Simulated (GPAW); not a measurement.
# MoSi2P4 monolayer: work function by functional and basis, part 2 of 2

Aim: the work function of both faces of MoSi2P4 monolayer, and its spread over functionals and bases. Where a layer proves gapped, the work function hangs on where the smearing puts the Fermi level, and the band edges take its place.

GPAW 26.7.0; GPAW, PAW setups; layer in a repeated cell with vacuum, relaxation of atoms and in-plane cell (the session's first sound run).

So far, upper work function (eV): step 3 (the slab's potential, PBE, GPAW) 4.98; step 6 (LDA) 5.20; step 7 (GPAW, PAW setups) 5.20; step 8 (revPBE) 4.89; step 9 (mode fd, grid spacing 0.18 Å, PBE, GPAW) 4.98.

## (10) Atomic orbitals: mode = "lcao"

Atom-centred orbitals end a few angstrom from the surface, which tests how much the density's tail matters.

File run.py:

```python
import json
import numpy as np
from ase import Atoms
from gpaw import GPAW

slab = Atoms(
    ['P', 'Si', 'P', 'Mo', 'P', 'Si', 'P'],
    positions=[
        [0.00000, -0.00000, 8.00000],
        [-0.00000, 1.99810, 9.03859],
        [-0.00000, 1.99810, 11.30191],
        [-0.00000, -0.00000, 12.73216],
        [-0.00000, 1.99810, 14.16242],
        [-0.00000, 1.99810, 16.42574],
        [0.00000, -0.00000, 17.46433]],
    cell=[[3.4608, -0.0, 0.0], [-1.7304, 2.99715, 0.0], [0.0, 0.0, 25.4643]],
    pbc=[True, True, False])

slab.calc = GPAW(mode='lcao', basis='dzp', h=0.18, xc='PBE', kpts={'size': (9, 9, 1), 'gamma': True},
                 occupations={'name': 'fermi-dirac', 'width': 0.05}, nbands='120%',
                 convergence={'density': 1e-05}, maxiter=200,
                 poissonsolver={'dipolelayer': 'xy'},
                 symmetry={'tolerance': 1e-3}, txt='slab.txt')
result = {}
energy = slab.get_potential_energy()
fermi = slab.calc.get_fermi_level()
v = slab.calc.get_electrostatic_potential().mean((0, 1)) - fermi
n = slab.calc.get_pseudo_density().mean((0, 1))
L = slab.cell[2, 2]
z = np.arange(len(v)) * L / len(v)
low, high = slab.positions[:, 2].min(), slab.positions[:, 2].max()
below, above = np.interp([low - 5.8, high + 5.8], z, v)
slopes = [np.interp(x, z, np.gradient(v, z)) for x in (low - 5.8, high + 5.8)]
eps = np.array([[slab.calc.get_eigenvalues(k, s) for k in range(len(slab.calc.get_ibz_k_points()))]
                for s in range(slab.calc.get_number_of_spins())]) - fermi
top, bottom = eps[eps < 0].max(), eps[eps > 0].min()
dipole = slab.get_dipole_moment()[2]
print(f'energy {energy:.4f} eV, Fermi level {fermi:.4f} eV, dipole {dipole:.5f} e A')
print(f'potential 5.8 A off the faces, from the Fermi level: lower {below:.4f} eV, upper {above:.4f} eV')
print(f'slope of the potential there: lower {slopes[0]:.5f}, upper {slopes[1]:.5f} eV/A')
print(f'nearest levels on the mesh: {top:.4f} and {bottom:.4f} eV')
print('magnetic moment', round(slab.get_magnetic_moment(), 3))
result.update(energy=energy, fermi=fermi, dipole=dipole, below=below, above=above, slopes=slopes, edges=[top, bottom],
              z=z.tolist(), v=v.tolist(), n=n.tolist(), positions=slab.positions.tolist(),
              forces=slab.get_forces(apply_constraint=False).tolist(), moments=slab.get_magnetic_moments().tolist())
json.dump(result, open('result.json', 'w'))
```

The run is started by

```bash
OMP_NUM_THREADS=1 OPENBLAS_NUM_THREADS=1 python run.py
```

It took 2.1 min on 1 thread of Arm Neoverse V2, shared host; peak memory 0.33 GiB.

Numbers from this step:

```yaml
dipole_along_the_normal: 5.03e-4 e·Å
levels_nearest_the_fermi_level_on_the_mesh: -0.4705, 0.4609 eV from the Fermi level
upper_work_function: 4.754 eV
lower_work_function: 4.764 eV
upper_ionisation_energy: 5.225 eV
```

The electrostatic potential energy of an electron (without an applied field's), less the Fermi level, planar mean oscillates, so the rows of the table below give means over windows of 1.64 Å about each position, cut where the curve ends. Its maxima inside the range that stand out by 2 % of the span (Å: eV): 8.5: -11.4, 10.2: 1.29, 11.9: -6.75, 13.6: -6.75, 15.3: 1.29, 16.9: -11.4. Its minima: 8.1: -15.1, 9.0: -13.3, 11.3: -13.2, 12.7: -19.0, 14.2: -13.2, 16.5: -13.3, 17.4: -15.1.

Electrostatic potential energy of an electron (without an applied field's), less the Fermi level, planar mean against z; means over each step:

z (Å), electrostatic potential energy of an electron (without an applied field's), less the Fermi level, planar mean (eV) and a bar from the least value:
```
     0.82        4.8 ##############################
     2.46        4.8 ##############################
     4.10        4.8 ##############################
     5.74        4.7 ##############################
     7.38       -4.1 ###############
     9.02       -9.9 #####
    10.66       -4.3 ##############
    12.30      -12.5 
    13.94       -9.1 ######
    15.58       -3.1 ################
    17.22      -11.7 #
    18.86        3.2 ###########################
    20.50        4.8 ##############################
    22.14        4.8 ##############################
    23.78        4.8 ##############################
```

The highest filled level lies 0.471 eV under the Fermi level, so the ionisation energy from the upper face is 4.754 + 0.471 = 5.225 eV, against 5.430 eV in the base run.

## (11) Cost and result by level

Times are for 1 thread of Arm Neoverse V2, shared host. The runs compared:

```tsv
no.	run	upper ionisation energy (eV)	time	memory (GiB)
1	pw	5.430	38 s	0.24
2	RPBE	5.343	39 s	0.24
3	vdW DF2	5.772	47 s	0.39
4	LDA	5.650	37 s	0.24
5	optPBE vdW	5.650	45 s	0.39
6	revPBE	5.341	38 s	0.24
7	fd	5.431	2.4 min	0.66
8	lcao	5.225	2.1 min	0.33
```

## (12) Side by side

Results and costs are gathered.

This step: comparison of work functions, dipole and cost (GPAW 26.7.0).

Ladder, by row:

```tsv
step	code	work function, upper (eV)	work function, lower (eV)	dipole (e Å)	wall time (s)	peak memory (GiB)	threads
pw	GPAW	4.979	4.988	5.06e-4	38.04	0.24	1
RPBE	GPAW	4.893	4.902	5.06e-4	38.7	0.24	1
vdW-DF2	GPAW	5.315	5.324	5.06e-4	46.94	0.39	1
LDA	GPAW	5.198	5.208	5.07e-4	36.63	0.24	1
optPBE-vdW	GPAW	5.195	5.204	5.05e-4	45.42	0.39	1
revPBE	GPAW	4.891	4.901	5.06e-4	38.11	0.24	1
fd	GPAW	4.981	4.99	5.02e-4	145.5	0.66	1
lcao	GPAW	4.754	4.764	5.03e-4	123.8	0.33	1
```

## (13) Results

| Quantity | Value |
| --- | --- |
| work function, upper and lower face (Fermi level placed in the gap by the smearing) | 4.979 and 4.988 eV |
| ionisation energy from the upper face (highest filled level on the mesh) | 5.43 eV |
| electron affinity from the upper face (lowest empty Kohn-Sham level on the mesh) | 4.53 eV |
| dipole along the normal | 5.1e-4 e Å |

What this shows: With plane waves and PBE the ionisation energy from the upper face is 5.43 eV and the Kohn-Sham electron affinity 4.53 eV. The levels nearest the Fermi level on the mesh lie 0.895 eV apart, so the slab is gapped there: the smearing puts the Fermi level inside the gap, and from either face the ionisation energy is the work function plus 0.45 eV. Both are Kohn-Sham levels on the mesh, and semilocal gaps are too small, so the affinity tends to come out too large and the ionisation energy too small. Work functions of a gapped slab move with the place of the Fermi level in the gap; over the runs without a planted fault the highest filled level on the mesh lies 5.22 (lcao) to 5.77 eV (vdW-DF2) under the upper vacuum level. The small printed dipole stands for a step of -8.8 meV from the lower to the upper face, and the probes find -9.2 meV; values this small are near the numerical noise of both. The layer's cell and atoms come from the relaxation; spin-orbit coupling and temperature are left out.

[Logs are printed without paths, hosts, clocks, repeated set-up lines and the standing remarks that a program may print on its own settings, such as how far it seeks lower states.]

[Hosts, paths, dates, database ids (printed as entryN), source tags and the programs' standing remarks are cut or masked in the printed files.]
